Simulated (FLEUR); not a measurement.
**Anisotropy of 2 ML Fe on W(110), 3 substrate layers with FLEUR**

One state of 2 ML Fe on W(110), 3 substrate layers is converged without symmetry. Force theorems then give its anisotropy.

Calculated with FLEUR MaX-R8.1; PBE; all-electron FLAPW film, Dirac cores, scalar-relativistic bands.

Report form: the programs' logs are mostly left out.

## Step 1: Starting point

The cell holds 5 atoms: 3 W and 2 Fe. Cell: a = 2.741 Å, b = 2.741 Å, c = 22.461 Å, α = 90.0°, β = 90.0°, γ = 109.5°. Pseudomorphic film, hard-sphere layer spacings, unrelaxed. Vacuum lies along c.

Structure file:

```xyz
5
Lattice="1.5823 -2.2378 0.0000 1.5823 2.2378 0.0000 0.0000 0.0000 22.4613" Properties=species:S:1:pos:R:3
W     0.0000    0.0000    7.0000
W     1.5823    0.0000    9.2378
W     0.0000    0.0000   11.4756
Fe    1.5823    0.0000   13.5517
Fe    0.0000    0.0000   15.4614
```

## Step 2: The magnetic state

The force theorems are single passes in this state's potential, so it has to be converged first.

No symmetry is used, so that later steps may turn the spins freely; k and −k are joined. FLEUR takes the sheet as a true film: the images along c are dropped, heights are typed in bohr, and the vacuum on both sides is semi-infinite. inpgen writes inp.xml from crystal.txt; cutoffs, mixing, functional, smearing and local orbitals are then set in the file. The k list scf (kpts.xml, not shown) is a Γ-centred 10×10×1 mesh; where the ranks do not divide the number of points, some are split in two of half the weight.

Contents of inp.xml:

```
<?xml version="1.0" encoding="UTF-8" standalone="no"?>
<fleurInput fleurInputVersion="0.39">
   <comment>
      Fe2W3
   </comment>
   <calculationSetup>
      <cutoffs Kmax="3.68" Gmax="11.0" GmaxXC="11.0" numbands="0"/>
      <scfLoop itmax="150" minDistance="0.00002" maxIterBroyd="15" imix="Anderson" alpha="0.03" precondParam="0.0" spinf="2.0" sdNocoIR="T"/>
      <coreElectrons ctail="F" frcor="F" kcrel="0" coretail_lmax="0"/>
      <xcFunctional name="pbe" relativisticCorrections="F"/>
      <magnetism jspins="2" l_noco="F" l_ss="F">
         <qss>0.0 0.0 0.0</qss>
         <mtNocoParams l_mperp="F" l_mtNocoPot="F" l_relaxSQA="F" mag_mixing_scheme="0" mix_RelaxWeightOffD="1.0" l_constrained="F" mix_constr="1.0"/>
         <sourceFreeMag l_sourceFree="F" l_scaleMag="F" mag_scale="1.0"/>
      </magnetism>
      <soc l_soc="F" theta="0.0" phi="0.0" spav="F"/>
      <expertModes spex="0" secvar="F"/>
      <geometryOptimization l_f="F" forcealpha="1.0" forcemix="BFGS" epsdisp="0.00001" epsforce="0.00001"/>
      <ldaU l_linMix="F" mixParam="0.05" spinf="1.0"/>
   </calculationSetup>
   <cell>
      <bzIntegration valenceElectrons="74.0" mode="hist" fermiSmearingEnergy="0.00183747">
         <kPointListSelection listName="scf"/>
         <xi:include xmlns:xi="http://www.w3.org/2001/XInclude" href="kpts.xml"> </xi:include>
      </bzIntegration>
      <xi:include xmlns:xi="http://www.w3.org/2001/XInclude" href="sym.xml"> </xi:include>
      <filmLattice scale="1.0" dVac="21.71" dTilda="24.21">
         <bravaisMatrixFilm>
            <row-1>    2.9901986846301867    -4.2287799887506399</row-1>
            <row-2>    2.9901986846301867     4.2287799887506399</row-2>
         </bravaisMatrixFilm>
         <vacuumEnergyParameters vacuum="1" spinUp="-.25" spinDown="-.25"/>
         <vacuumEnergyParameters vacuum="2" spinUp="-.25" spinDown="-.25"/>
      </filmLattice>
   </cell>
   <atomSpecies>
      <species name="Tungsten (W)" element="W" atomicNumber="74">
         <mtSphere radius="2.46" gridPoints="813" logIncrement="0.016"/>
         <atomicCutoffs lmax="10" lnonsphr="8"/>
         <electronConfig flipSpins="F">
            <coreConfig>(1s1/2) (2s1/2) (2p1/2) (2p3/2) (3s1/2) (3p1/2) (3p3/2) (4s1/2) (3d3/2) (3d5/2) (4p1/2) (4p3/2) (4d3/2) (4d5/2) (4f5/2) (4f7/2)</coreConfig>
            <valenceConfig>(5s1/2) (5p1/2) (5p3/2) (6s1/2) (5d3/2) (5d5/2)</valenceConfig>
            <stateOccupation state="(5d3/2)" spinUp="0.800000" spinDown="0.800000"/>
            <stateOccupation state="(5d5/2)" spinUp="1.200000" spinDown="1.200000"/>
         </electronConfig>
         <energyParameters s="6" p="6" d="5" f="5"/>
         <lo type="SCLO" l="0" n="5" eDeriv="0"/>
         <lo type="SCLO" l="1" n="5" eDeriv="0"/>
      </species>
      <species name="Iron (Fe) 2.800" element="Fe" atomicNumber="26">
         <mtSphere radius="2.23" gridPoints="737" logIncrement="0.016"/>
         <atomicCutoffs lmax="8" lnonsphr="6"/>
         <electronConfig flipSpins="F">
            <coreConfig>(1s1/2) (2s1/2) (2p1/2) (2p3/2)</coreConfig>
            <valenceConfig>(3s1/2) (3p1/2) (3p3/2) (4s1/2) (3d3/2) (3d5/2)</valenceConfig>
            <stateOccupation state="(3d3/2)" spinUp="1.4" spinDown="1.0"/>
            <stateOccupation state="(3d5/2)" spinUp="3.0" spinDown="0.6"/>
         </electronConfig>
         <energyParameters s="4" p="4" d="3" f="4"/>
         <lo type="SCLO" l="0" n="3" eDeriv="0"/>
         <lo type="SCLO" l="1" n="3" eDeriv="0"/>
      </species>
   </atomSpecies>
   <atomGroups>
      <atomGroup species="Tungsten (W)">
         <filmPos label="                   1">.0000000000 .0000000000 -7.9948351245</filmPos>
         <force calculate="T" relaxXYZ="TTT"/>
         <nocoParams  alpha="0.0" beta="0.0"/>
      </atomGroup>
      <atomGroup species="Tungsten (W)">
         <filmPos label="                   2">1.000/2.000 1.000/2.000 -3.7660030922</filmPos>
         <force calculate="T" relaxXYZ="TTT"/>
         <nocoParams  alpha="0.0" beta="0.0"/>
      </atomGroup>
      <atomGroup species="Tungsten (W)">
         <filmPos label="                   3">.0000000000 .0000000000 .4628289402</filmPos>
         <force calculate="T" relaxXYZ="TTT"/>
         <nocoParams  alpha="0.0" beta="0.0"/>
      </atomGroup>
      <atomGroup species="Iron (Fe) 2.800">
         <filmPos label="                   4">1.000/2.000 1.000/2.000 4.3861785915</filmPos>
         <force calculate="T" relaxXYZ="TTT"/>
         <nocoParams  alpha="0.0" beta="0.0"/>
      </atomGroup>
      <atomGroup species="Iron (Fe) 2.800">
         <filmPos label="                   5">.0000000000 .0000000000 7.9948351245</filmPos>
         <force calculate="T" relaxXYZ="TTT"/>
         <nocoParams  alpha="0.0" beta="0.0"/>
      </atomGroup>
   </atomGroups>
   <output dos="F" band="F" slice="F">
      <bandDOS minEnergy="-.5*Htr" maxEnergy="0.5*Htr" sigma="0.015" storeEVData="T"/>
      <plotting iplot="0" polar="F">
         <plot TwoD="T" vec1="  1.0  0.0  0.0" vec2="  0.0  1.0  0.0" vec3="  0.0  0.0  1.0" zero="  0.0  0.0 -0.5" file="plot"/>
      </plotting>
      <moessbauerParams electricFieldGradient="F" isomerShift="F" coreHyperfine="F" valenceHyperfine="F"/>
   </output>
</fleurInput>
```

Contents of crystal.txt:

```
Fe2W3
&input film=T cartesian=F /
1.58234500000  -2.23777400000  0.00000000000
1.58234500000  2.23777400000  0.00000000000
0.00000000000  0.00000000000  1.00000000000
1.8897261246
1.0 1.0 1.0

5
74 0.00000000000  0.00000000000  -7.99483512455
74 0.50000000000  0.50000000000  -3.76600309219
74 0.00000000000  0.00000000000  0.46282894018
26 0.50000000000  0.50000000000  4.38617859154 : 2.800
26 0.00000000000  0.00000000000  7.99483512455 : 2.800

&kpt div1=10 div2=10 div3=1 gamma=T /
```

Command:

```console
$ OMP_NUM_THREADS=1 inpgen -f crystal.txt -nosym -noco > inpgen.log  # inp.xml is then edited as shown
$ OMP_NUM_THREADS=1 mpirun -n 8 fleur_MPI > fleur.log
```

Elapsed: 5.9 min, on 8 MPI ranks of Arm Neoverse V2, shared host; peak memory 2 GiB.

Spin moment in the muffin-tin sphere by atom:

```
atom  spin moment in the muffin-tin sphere (μB)
  W1                                       0.03
  W2                                       0.01
  W3                                      -0.10
 Fe4                                       2.43
 Fe5                                       2.92
```

Numbers from this step:

- free energy: -1388976.1415 eV
- program's band gap on this mesh (in a metal only a level spacing): 0.006320 eV
- magnetization: 5.251 μB
- final state: ferromagnetic, with opposed induced moments

After 57 cycles the largest moment stands at 2.92 μB.

## Step 3: Anisotropy by the force theorem, rung 1

Anisotropy is a small difference, so it is taken from sums over occupied states at a frozen potential, where most errors cancel.

One pass with spin–orbit coupling for each direction, from the saved density. The k list mae (kpts.xml, not shown) is a Γ-centred 16×16×1 mesh.

Changes to inp.xml since step 2:

```diff
@@ -6,4 +6,4 @@
    <calculationSetup>
-      <cutoffs Kmax="3.68" Gmax="11.0" GmaxXC="11.0" numbands="0"/>
-      <scfLoop itmax="150" minDistance="0.00002" maxIterBroyd="15" imix="Anderson" alpha="0.03" precondParam="0.0" spinf="2.0" sdNocoIR="T"/>
+      <cutoffs Kmax="3.68" Gmax="11.0" GmaxXC="11.0" numbands="154"/>
+      <scfLoop itmax="1" minDistance="0.00002" maxIterBroyd="15" imix="Anderson" alpha="0.03" precondParam="0.0" spinf="2.0" sdNocoIR="T"/>
       <coreElectrons ctail="F" frcor="F" kcrel="0" coretail_lmax="0"/>
@@ -15,3 +15,3 @@
       </magnetism>
-      <soc l_soc="F" theta="0.0" phi="0.0" spav="F"/>
+      <soc l_soc="T" theta="0.0" phi="0.0" spav="F"/>
       <expertModes spex="0" secvar="F"/>
@@ -22,3 +22,3 @@
       <bzIntegration valenceElectrons="74.0" mode="hist" fermiSmearingEnergy="0.00183747">
-         <kPointListSelection listName="scf"/>
+         <kPointListSelection listName="mae"/>
          <xi:include xmlns:xi="http://www.w3.org/2001/XInclude" href="kpts.xml"> </xi:include>
@@ -97,2 +97,5 @@
    </output>
+   <forceTheorem>
+      <MAE theta="0.0 1.5707963 1.5707963" phi="0.0 0.0 1.5707963"/>
+   </forceTheorem>
 </fleurInput>
```

Command:

```console
$ OMP_NUM_THREADS=1 mpirun -n 8 fleur_MPI -warn_only > fleur.log
```

The job ended after 93 s (8 MPI ranks; peak memory 2.6 GiB; 12 min of CPU time).

Anisotropy energies, by row:

```
axis  x  y  z  band energy less the first axis' (meV a cell)
   z  0  0  1                                              0
   x  1  0  0                                         0.8343
   y  0  1  0                                        -0.4196
```

Shape anisotropy is not in these numbers.

## Step 4: Anisotropy by the force theorem, rung 2

A second rung shows how far the first can be trusted.

The k list mae (kpts.xml, not shown) is a Γ-centred 25×25×1 mesh.

inp.xml is that of step 3.

It took 3.8 min on 8 MPI ranks; peak memory 4.7 GiB; 30 min of CPU time.

Anisotropy energies, by row:

```
axis  x  y  z  band energy less the first axis' (meV a cell)
   z  0  0  1                                              0
   x  1  0  0                                         0.6182
   y  0  1  0                                        -0.5258
```

## Step 5: Spin–orbit coupling, moments along z

Spin–orbit coupling ties the spins to the lattice and lets orbital moments form.

A new self-consistent run of the start ferro ++, with the moments along z. The k list default-1 (kpts.xml, not shown) is a Γ-centred 25×25×1 mesh.

Changes to inp.xml since step 2:

```diff
@@ -6,12 +6,8 @@
    <calculationSetup>
-      <cutoffs Kmax="3.68" Gmax="11.0" GmaxXC="11.0" numbands="0"/>
+      <cutoffs Kmax="3.68" Gmax="11.0" GmaxXC="11.0" numbands="174"/>
       <scfLoop itmax="150" minDistance="0.00002" maxIterBroyd="15" imix="Anderson" alpha="0.03" precondParam="0.0" spinf="2.0" sdNocoIR="T"/>
-      <coreElectrons ctail="F" frcor="F" kcrel="0" coretail_lmax="0"/>
+      <coreElectrons ctail="T" frcor="F" kcrel="0" coretail_lmax="0"/>
       <xcFunctional name="pbe" relativisticCorrections="F"/>
-      <magnetism jspins="2" l_noco="F" l_ss="F">
-         <qss>0.0 0.0 0.0</qss>
-         <mtNocoParams l_mperp="F" l_mtNocoPot="F" l_relaxSQA="F" mag_mixing_scheme="0" mix_RelaxWeightOffD="1.0" l_constrained="F" mix_constr="1.0"/>
-         <sourceFreeMag l_sourceFree="F" l_scaleMag="F" mag_scale="1.0"/>
-      </magnetism>
-      <soc l_soc="F" theta="0.0" phi="0.0" spav="F"/>
+      <magnetism jspins="2"/>
+      <soc l_soc="T" theta="0.0" phi="0.0" spav="F"/>
       <expertModes spex="0" secvar="F"/>
@@ -22,3 +18,3 @@
       <bzIntegration valenceElectrons="74.0" mode="hist" fermiSmearingEnergy="0.00183747">
-         <kPointListSelection listName="scf"/>
+         <kPointListSelection listName="default-1"/>
          <xi:include xmlns:xi="http://www.w3.org/2001/XInclude" href="kpts.xml"> </xi:include>
@@ -67,3 +63,2 @@
          <force calculate="T" relaxXYZ="TTT"/>
-         <nocoParams  alpha="0.0" beta="0.0"/>
       </atomGroup>
@@ -72,3 +67,2 @@
          <force calculate="T" relaxXYZ="TTT"/>
-         <nocoParams  alpha="0.0" beta="0.0"/>
       </atomGroup>
@@ -77,3 +71,2 @@
          <force calculate="T" relaxXYZ="TTT"/>
-         <nocoParams  alpha="0.0" beta="0.0"/>
       </atomGroup>
@@ -82,3 +75,2 @@
          <force calculate="T" relaxXYZ="TTT"/>
-         <nocoParams  alpha="0.0" beta="0.0"/>
       </atomGroup>
@@ -87,3 +79,2 @@
          <force calculate="T" relaxXYZ="TTT"/>
-         <nocoParams  alpha="0.0" beta="0.0"/>
       </atomGroup>
```

Changes to crystal.txt since step 2:

```diff
@@ -15,2 +15,3 @@
 
-&kpt div1=10 div2=10 div3=1 gamma=T /
+&soc 0.0000000 0.0000000 /
+&kpt div1=25 div2=25 div3=1 gamma=T /
```

Command:

```console
$ OMP_NUM_THREADS=1 inpgen -f crystal.txt > inpgen.log  # inp.xml is then edited as shown
$ OMP_NUM_THREADS=1 mpirun -n 8 fleur_MPI > fleur.log
```

Wall time 43 min (8 MPI ranks); peak memory 3.3 GiB.

The run was cut off at its time limit.

After 46 cycles the density distance stands at 7.1e-4 me/bohr³, above the threshold of 2e-05.

## Step 6: What came out

```json
{
  "reference state": "ferromagnetic, with opposed induced moments",
  "largest sphere moment": "2.92 μB",
  "easy direction of those tried": "y",
  "energy along x less z, force theorem": "0.618 meV a primitive cell"
}
```

What this shows: By the force theorem the moments prefer y; shape anisotropy is not in it, and in a film it favours the plane. The difference for the second direction goes from 0.83 meV (mesh 16×16×1, 154 states, 12 min of CPU time) to 0.62 meV (mesh 25×25×1, 154 states, 30 min), so it is not converged. The self-consistent run with spin–orbit coupling gave no result. The state was typed, and no other order was converged beside it, so it need not be the ground state. Core electrons leak out of the spheres (0.024 e), which costs some accuracy. A substrate of 3 unrelaxed layers is a model; thickness and relaxation can move these numbers.

[Logs and program files are shortened in this print: banners, set-up blocks, solver, clock and traceback lines can be left out without a mark of their own.]

[Logs are printed without paths, hosts, clocks, repeated set-up lines and the standing remarks that a program may print on its own settings, such as how far it seeks lower states.]

[Hosts, paths, dates, database ids (printed as entryN), source tags and the programs' standing remarks are cut or masked in the printed files.]

[Where a cell is said to come from a database of computed structures, the database is the Materials Project.]
